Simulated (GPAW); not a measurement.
The N K edge of atom 3 in Ta2N (P-3m1), with 6 Ta at 2.18 Å (octahedral, site symmetry -3m), was computed in 2 ways: excited-electron core hole (neutral cell) and no core hole. Program and functional: GPAW, LDA, without spin-orbit coupling, Gaussian full width 0.9 eV up to 4 eV, rising linearly to 3.5 eV at 25 eV; cells of 3 and 12 atoms (the run without a hole in the smaller).

Each run is counted from its own lowest empty level or Fermi level and scaled to a mean of 1 over its first 20 eV.

| E (eV) | run 1 | run 2 |
| --- | --- | --- |
| -2.0 | 0.00 | 0.00 |
| -1.4 | 0.00 | 0.00 |
| -0.8 | 0.04 | 0.01 |
| -0.2 | 0.51 | 0.30 |
| 0.4 | 1.51 | 0.98 |
| 1.0 | 2.37 | 1.20 |
| 1.6 | 2.44 | 1.66 |
| 2.2 | 1.63 | 1.68 |
| 2.8 | 1.66 | 1.54 |
| 3.4 | 1.53 | 1.25 |
| 4.0 | 1.28 | 1.13 |
| 4.6 | 1.55 | 1.50 |
| 5.2 | 1.61 | 1.61 |
| 5.8 | 1.29 | 1.69 |
| 6.4 | 0.96 | 1.51 |
| 7.0 | 0.88 | 1.18 |
| 7.6 | 0.89 | 1.00 |
| 8.2 | 0.88 | 0.93 |
| 8.8 | 1.07 | 1.00 |
| 9.4 | 1.19 | 1.19 |
| 10.0 | 1.07 | 1.24 |
| 10.6 | 0.82 | 1.12 |
| 11.2 | 0.63 | 0.93 |
| 11.8 | 0.61 | 0.77 |
| 12.4 | 0.70 | 0.73 |
| 13.0 | 0.77 | 0.80 |
| 13.6 | 0.74 | 0.85 |
| 14.2 | 0.64 | 0.80 |
| 14.8 | 0.56 | 0.71 |
| 15.4 | 0.54 | 0.64 |
| 16.0 | 0.54 | 0.60 |
| 16.6 | 0.53 | 0.58 |
| 17.2 | 0.49 | 0.55 |
| 17.8 | 0.45 | 0.50 |
| 18.4 | 0.41 | 0.45 |
| 19.0 | 0.40 | 0.41 |
| 19.6 | 0.43 | 0.39 |
| 20.2 | 0.47 | 0.40 |
| 20.8 | 0.52 | 0.42 |
| 21.4 | 0.55 | 0.46 |
| 22.0 | 0.58 | 0.49 |
| 22.6 | 0.60 | 0.52 |
| 23.2 | 0.62 | 0.54 |
| 23.8 | 0.64 | 0.56 |
| 24.4 | 0.65 | 0.56 |
| 25.0 | 0.65 | 0.57 |
| 25.6 | 0.67 | 0.58 |
| 26.2 | 0.68 | 0.59 |
| 26.8 | 0.71 | 0.60 |
| 27.4 | 0.73 | 0.63 |
| 28.0 | 0.75 | 0.65 |
| 28.6 | 0.76 | 0.67 |
| 29.2 | 0.76 | 0.68 |
| 29.8 | 0.74 | 0.69 |
| 30.4 | 0.71 | 0.68 |
| 31.0 | 0.68 | 0.66 |
| 31.6 | 0.64 | 0.64 |

Which run is which?

Run 1: excited-electron core hole (neutral cell) (area from −2 to 6 eV 10.3, main maxima 1.3 eV (2.62), 3.0 eV (1.69), 5.0 eV (1.66) and 9.4 eV (1.19)). Run 2: no core hole (area from −2 to 6 eV 8.6, main maxima 1.9 eV (1.76), 5.7 eV (1.69), 9.9 eV (1.25) and 13.6 eV (0.85)). With each curve scaled to its own mean, the area from −2 to 6 eV with the hole is 10.3 against 8.6, and the centre of weight from −1 to 20 eV moves by -0.8 eV: the hole pulls the absorber's empty states down.

[Hosts, paths, dates, database ids (printed as entryN), source tags and the programs' standing remarks are cut or masked in the printed files.]

[Lists of maxima count a maximum above −3 eV only where it reaches 4 % of the highest in the window and stands out from its surroundings by 2 % of it (1.5 % where it reaches 55 %); shoulders and weaker maxima are passed over, and of the rest the first, up to two pre-edge ones and the few strongest are named.]
